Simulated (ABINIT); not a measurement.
# H2Pb (P-3m1): from the cell to the phonon bands, part 5 of 6

How does H2Pb (P-3m1) vibrate, and is this structure a minimum?

ABINIT 10.8.3; DFT LDA, scalar-relativistic, plane waves, HGH norm-conserving pseudopotentials.

So far. Step 9 (Linear response at Γ): The acoustic modes at Γ come out as far as 0.1 cm⁻¹ from zero, where they should vanish, a small numerical error. The lowest optical mode is imaginary, 271i cm⁻¹, an instability at this level and on this k mesh. The relaxed cell has a = 3.622, c = 3.344 Å (conventional setting).

The structure was built from a prototype and need not be the compound's stable phase.

### Step 10. Phonons on a q mesh

Linear response treats each wavevector in the unit cell, with no supercell; the 3×3×4 mesh fixes the range of the force constants to be had.

File dfpt_q.abi:

```
ndtset 9

# wavevectors
qpt1 0.3333333333 0.0 0.0
qpt2 0.3333333333 0.3333333333 0.0
qpt3 0.0 0.0 0.25
qpt4 0.3333333333 0.0 0.25
qpt5 -0.3333333333 0.0 0.25
qpt6 0.3333333333 0.3333333333 0.25
qpt7 0.0 0.0 0.5
qpt8 0.3333333333 0.0 0.5
qpt9 0.3333333333 0.3333333333 0.5

# displacements
getwfk_filepath "gso_WFK"
getwfq_filepath "gso_WFK"
kptopt 3
nqpt 1
rfphon 1
rfatpol 1 3
rfdir 1 1 1
tolvrs 1.0d-10
prtwf 0

# basis, mesh and filling
ecut 35.0
ixc 7
ngkpt 6 6 4
nshiftk 1
shiftk 0.0 0.0 0.0
istwfk *1
occopt 7
tsmear 0.01
nband 8
nstep 100
diemac 1000000.0
prtebands 0
prtgsr 0
useylm 1

# cell and atoms
acell 3*1.0 Angstrom
rprim 
    3.622368489 0.0 0.0
    -1.811184245 3.137063134 0.0
    0.0 0.0 3.343869103
ntypat 2
znucl 82 1
natom 3
typat 1 2 2
xred 
    0.0 0.0 0.0
    1/3 2/3 0.2401526275
    2/3 1/3 0.7598473725
pp_dirpath "./pseudo"
pseudos "Pb.hgh, H.hgh"
```

Launch:

```
> OMP_NUM_THREADS=1 mpirun -n 2 abinit dfpt_q.abi > dfpt_q.log
```

Numbers of over 12 decimals in the logs are rounded to 6 here.

dfpt_q.abo, the main output file:

```text
[banners, grids, parts of the stress and lines that vanish by symmetry left out]
- input  file    -> dfpt_q.abi
- output file    -> dfpt_q.abo
- root for input  files -> dfpt_qi
[...]
DATASET    1 : space group P-3 m 1 (#164); Bravais hP (primitive hexag.)
[...]
nfft =       57600          nkpt =         144
[...]
DATASET    2 : space group P-3 m 1 (#164); Bravais hP (primitive hexag.)
[...]
nfft =       57600          nkpt =         144
[...]
DATASET    3 : space group P-3 m 1 (#164); Bravais hP (primitive hexag.)
[...]
nfft =       57600          nkpt =         144
[...]
DATASET    4 : space group P-3 m 1 (#164); Bravais hP (primitive hexag.)
[...]
nfft =       57600          nkpt =         144
[...]
DATASET    8 : space group P-3 m 1 (#164); Bravais hP (primitive hexag.)
[...]
nfft =       57600          nkpt =         144
[...]
DATASET    9 : space group P-3 m 1 (#164); Bravais hP (primitive hexag.)
[...]
nfft =       57600          nkpt =         144
[...]
== DATASET  1 ==================================================================
[...]
cutoff_energies: {ecut:  35.0, pawecutdg:  -1.0, }
[...]
Exchange-correlation functional for the present dataset will be:
  LDA: Perdew-Wang 92 LSD fit to Ceperley-Alder data - ixc=7
[...]
Perturbation : displacement of atom   1   along direction   1
[...]
-ETOT  1   510.70776006098      4.467E+02 4.624E-01 1.263E+07
 ETOT  2   18.462843653154     -4.922E+02 6.286E-02 3.660E+05
 ETOT  3   6.634914     -1.183E+01 5.374E-03 7.948E+04
 ETOT  4   3.411760     -3.223E+00 8.727E-04 6.308E+02
 ETOT  5   3.385386     -2.637E-02 5.998E-05 9.791E-01
[...]
At SCF step   11       vres2   =  5.02E-11 < tolvrs=  1.00E-10 =>converged.
[...]
Perturbation : displacement of atom   1   along direction   2
[...]
-ETOT  1   3.528255     -3.600E+01 9.717E-02 1.949E+04
[...]
At SCF step    9       vres2   =  1.07E-11 < tolvrs=  1.00E-10 =>converged.
[...]
Perturbation : displacement of atom   1   along direction   3
[...]
-ETOT  1   1.312905     -2.858E+01 5.229E-02 5.266E+03
[...]
At SCF step   11       vres2   =  7.64E-13 < tolvrs=  1.00E-10 =>converged.
[...]
Perturbation : displacement of atom   2   along direction   1
[...]
-ETOT  1   57.774306471854      6.942E+00 2.995E-01 1.379E+06
[...]
At SCF step   11       vres2   =  8.15E-12 < tolvrs=  1.00E-10 =>converged.
[...]
Perturbation : displacement of atom   2   along direction   2
[...]
-ETOT  1   3.207551     -4.610E+01 4.168E-01 1.336E+04
[...]
Perturbation : displacement of atom   2   along direction   3
[...]
-ETOT  1   1.682791     -3.941E+01 2.191E-01 6.362E+03
[...]
Phonon wavevector (reduced coordinates) :  0.33333  0.00000  0.00000
 Phonon energies in Hartree :
[...]
Phonon frequencies in cm-1    :
- -2.251824E+01  1.291639E+01  1.004881E+02  3.450466E+02  4.235220E+02
-  5.738149E+02  6.232749E+02  7.644051E+02  8.051531E+02
[...]
== DATASET  2 ==================================================================
[...]
cutoff_energies: {ecut:  35.0, pawecutdg:  -1.0, }
[...]
Exchange-correlation functional for the present dataset will be:
  LDA: Perdew-Wang 92 LSD fit to Ceperley-Alder data - ixc=7
[...]
Perturbation : displacement of atom   1   along direction   1
[...]
-ETOT  1   66.286628099684      1.011E+01 1.269E-01 6.189E+05
[...]
Perturbation : displacement of atom   1   along direction   3
[...]
-ETOT  1  0.471325     -2.880E+01 1.570E-01 2.793E+03
[...]
Perturbation : displacement of atom   2   along direction   1
[...]
-ETOT  1   13.734374402485     -3.661E+01 5.068E-01 1.291E+05
[...]
Perturbation : displacement of atom   2   along direction   3
[...]
-ETOT  1   1.536683     -3.952E+01 2.361E-01 4.379E+03
[...]
Phonon wavevector (reduced coordinates) :  0.33333  0.33333  0.00000
 Phonon energies in Hartree :
[...]
Phonon frequencies in cm-1    :
- -4.541768E+02  1.250085E+01  9.468031E+01  9.468031E+01  5.905026E+02
-  5.905026E+02  6.592915E+02  6.592915E+02  7.300897E+02
[...]
== DATASET  3 ==================================================================
[...]
cutoff_energies: {ecut:  35.0, pawecutdg:  -1.0, }
[...]
Exchange-correlation functional for the present dataset will be:
  LDA: Perdew-Wang 92 LSD fit to Ceperley-Alder data - ixc=7
[...]
Perturbation : displacement of atom   1   along direction   1
[...]
-ETOT  1  0.498361     -3.528E+01 5.090E-02 5.025E+03
[...]
Perturbation : displacement of atom   1   along direction   3
[...]
-ETOT  1   3892.0418990764      3.828E+03 4.632E-01 1.863E+08
[...]
Perturbation : displacement of atom   2   along direction   1
[...]
-ETOT  1   2.321033     -4.675E+01 3.466E-01 8.025E+03
[...]
Perturbation : displacement of atom   2   along direction   3
[...]
-ETOT  1   292.66516590701      2.494E+02 2.710E-01 1.397E+07
[...]
Phonon wavevector (reduced coordinates) :  0.00000  0.00000  0.25000
 Phonon energies in Hartree :
[...]
Phonon frequencies in cm-1    :
- -1.510367E+02 -1.510367E+02  4.739581E+01  5.529693E+01  5.529693E+01
-  5.723830E+02  7.770901E+02  7.770901E+02  7.997654E+02
[...]
== DATASET  4 ==================================================================
[...]
cutoff_energies: {ecut:  35.0, pawecutdg:  -1.0, }
[...]
Exchange-correlation functional for the present dataset will be:
  LDA: Perdew-Wang 92 LSD fit to Ceperley-Alder data - ixc=7
[...]
2    1   3    3        -0.1757994635         0.0019703624
   3    1   1    1         0.0000000001         0.0000000000
   3    1   2    1        -0.0000000026         0.0000000000
   3    1   3    1         0.7617917611         0.0000000000
   3    1   1    2        -0.0215544411         0.1954400504
   3    1   2    2        -0.1584788285        -0.1163867186
   3    1   3    2        -0.0000000005        -0.0000000003
   3    1   1    3         0.0790530641        -0.1800332885
   3    1   2    3        -0.1954399337         0.0215546822
   3    1   3    3        -0.0000000006        -0.0000000000
   1    2   1    1        -0.1081224788        -0.0271753226
   1    2   2    1         0.0775957603        -0.0800491493
   1    2   3    1        -0.0215544313        -0.1954400431
   1    2   1    2         0.4583309271         0.0000000000
[...]
3    3   2    1        -0.0035424994         0.0019926642
   3    3   3    1        -0.0000000000         0.0000000000
   3    3   1    2        -0.0007849250         0.0024112392
   3    3   2    2         0.0024112392         0.0007849250
   3    3   3    2         0.0000000000        -0.0000000000
   3    3   1    3        -0.0000000000         0.0000000000
   3    3   2    3        -0.0000000000        -0.0000000000
   3    3   3    3         0.0152820578        -0.0000000000
  Phonon wavevector (reduced coordinates) :  0.33333  0.33333  0.25000
 Phonon energies in Hartree :
[...]
Phonon frequencies in cm-1    :
- -2.624553E+02  7.897664E+01  8.868221E+01  8.868221E+01  4.932482E+02
-  4.932482E+02  6.758478E+02  6.758478E+02  7.023428E+02
[...]
== DATASET  7 ==================================================================
[...]
cutoff_energies: {ecut:  35.0, pawecutdg:  -1.0, }
[...]
Exchange-correlation functional for the present dataset will be:
  LDA: Perdew-Wang 92 LSD fit to Ceperley-Alder data - ixc=7
[...]
Phonon wavevector (reduced coordinates) :  0.00000  0.00000  0.50000
 Phonon energies in Hartree :
[...]
Phonon frequencies in cm-1    :
- -5.096467E+01 -5.096466E+01  6.329409E+01  2.345748E+02  2.345748E+02
-  7.051395E+02  7.331653E+02  7.331653E+02  7.431270E+02
[...]
== DATASET  8 ==================================================================
[...]
cutoff_energies: {ecut:  35.0, pawecutdg:  -1.0, }
[...]
Exchange-correlation functional for the present dataset will be:
  LDA: Perdew-Wang 92 LSD fit to Ceperley-Alder data - ixc=7
[...]
Perturbation : displacement of atom   1   along direction   3
[...]
-ETOT  1   61.639166985430      1.085E+01 1.379E-01 5.678E+05
[...]
Perturbation : displacement of atom   2   along direction   1
[...]
-ETOT  1   7.409915     -4.235E+01 3.619E-01 5.717E+04
[...]
Perturbation : displacement of atom   2   along direction   2
[...]
-ETOT  1   2.627521     -4.652E+01 3.818E-01 9.149E+03
[...]
Perturbation : displacement of atom   2   along direction   3
[...]
-ETOT  1   10.393127440094     -3.201E+01 2.746E-01 9.624E+04
[...]
Phonon wavevector (reduced coordinates) :  0.33333  0.00000  0.50000
 Phonon energies in Hartree :
[...]
Phonon frequencies in cm-1    :
- -3.674120E+01  4.145813E+00  9.261687E+01  3.481384E+02  4.245559E+02
-  4.841721E+02  6.642777E+02  7.603885E+02  7.655334E+02
[...]
== DATASET  9 ==================================================================
[...]
cutoff_energies: {ecut:  35.0, pawecutdg:  -1.0, }
[...]
Exchange-correlation functional for the present dataset will be:
  LDA: Perdew-Wang 92 LSD fit to Ceperley-Alder data - ixc=7
[...]
Perturbation : displacement of atom   1   along direction   1
[...]
-ETOT  1   19.341196374587     -2.746E+01 9.160E-02 1.097E+05
[...]
Perturbation : displacement of atom   1   along direction   3
[...]
-ETOT  1   17.868339657527     -2.739E+01 6.878E-02 1.117E+05
[...]
Perturbation : displacement of atom   2   along direction   1
[...]
-ETOT  1   5.710433     -4.405E+01 4.479E-01 3.448E+04
[...]
At SCF step   10       vres2   =  8.17E-13 < tolvrs=  1.00E-10 =>converged.
[...]
Perturbation : displacement of atom   2   along direction   3
[...]
-ETOT  1   4.660379     -3.740E+01 3.405E-01 2.913E+04
[...]
ETOT  8  0.596199     -1.189E-10 1.682E-13 1.191E-08
 ETOT  9  0.596199     -2.558E-13 1.440E-15 3.647E-11
 At SCF step    9       vres2   =  3.65E-11 < tolvrs=  1.00E-10 =>converged.
[...]
Phonon wavevector (reduced coordinates) :  0.33333  0.33333  0.50000
 Phonon energies in Hartree :
[...]
Phonon frequencies in cm-1    :
- -4.065255E+01  8.308445E+01  8.308445E+01  2.764741E+02  4.416810E+02
-  4.416810E+02  6.905574E+02  6.905574E+02  7.154341E+02
[...]
fcart6     0.0000000000E+00  0.0000000000E+00  0.0000000000E+00
   
================================================================================
```

It took 28 min on 2 MPI ranks of Intel Xeon at 2.70GHz, shared host.

This step gave:

```
lowest mode on the q mesh (acoustic ones at the zone centre apart) : -454.2 cm⁻¹
```

Frequencies (cm⁻¹) before the sum rule at the irreducible wavevectors but Γ, which is solved apart; negative means imaginary. Frequencies by wavevector:

```
     q (fractions)  star  mode 1  mode 2  mode 3  mode 4  mode 5  mode 6  mode 7  mode 8  mode 9
        0.3333 0 0     6  -22.52   12.92   100.5   345.1   423.5   573.8   623.3   764.4   805.1
   0.3333 0.3333 0     2  -454.2    12.5   94.68   94.68   590.5   590.5   659.3   659.3   730.1
          0 0 0.25     2    -151    -151    47.4    55.3    55.3   572.4   777.1   777.1   799.8
     0.3333 0 0.25     6  -25.38  -10.09   96.76   279.3   427.5   539.5   681.9   738.6   779.1
    -0.3333 0 0.25     6  -30.34   29.99   93.72   350.6   403.9   486.4     675   777.5     787
0.3333 0.3333 0.25     4  -262.5   78.98   88.68   88.68   493.2   493.2   675.9   675.9   702.3
           0 0 0.5     1  -50.96  -50.96   63.29   234.6   234.6   705.1   733.2   733.2   743.1
      0.3333 0 0.5     6  -36.74    4.15   92.62   348.1   424.6   484.2   664.3   760.4   765.5
 0.3333 0.3333 0.5     2  -40.65   83.08   83.08   276.5   441.7   441.7   690.6   690.6   715.4
```

(Continued in part 6 of 6.)

[Host names and launcher messages were left out of these logs when they were recorded.]

[Logs are printed without paths, hosts, clocks, repeated set-up lines and the standing remarks that a program may print on its own settings, such as how far it seeks lower states.]

[Hosts, paths, dates, database ids (printed as entryN), source tags and the programs' standing remarks are cut or masked in the printed files.]
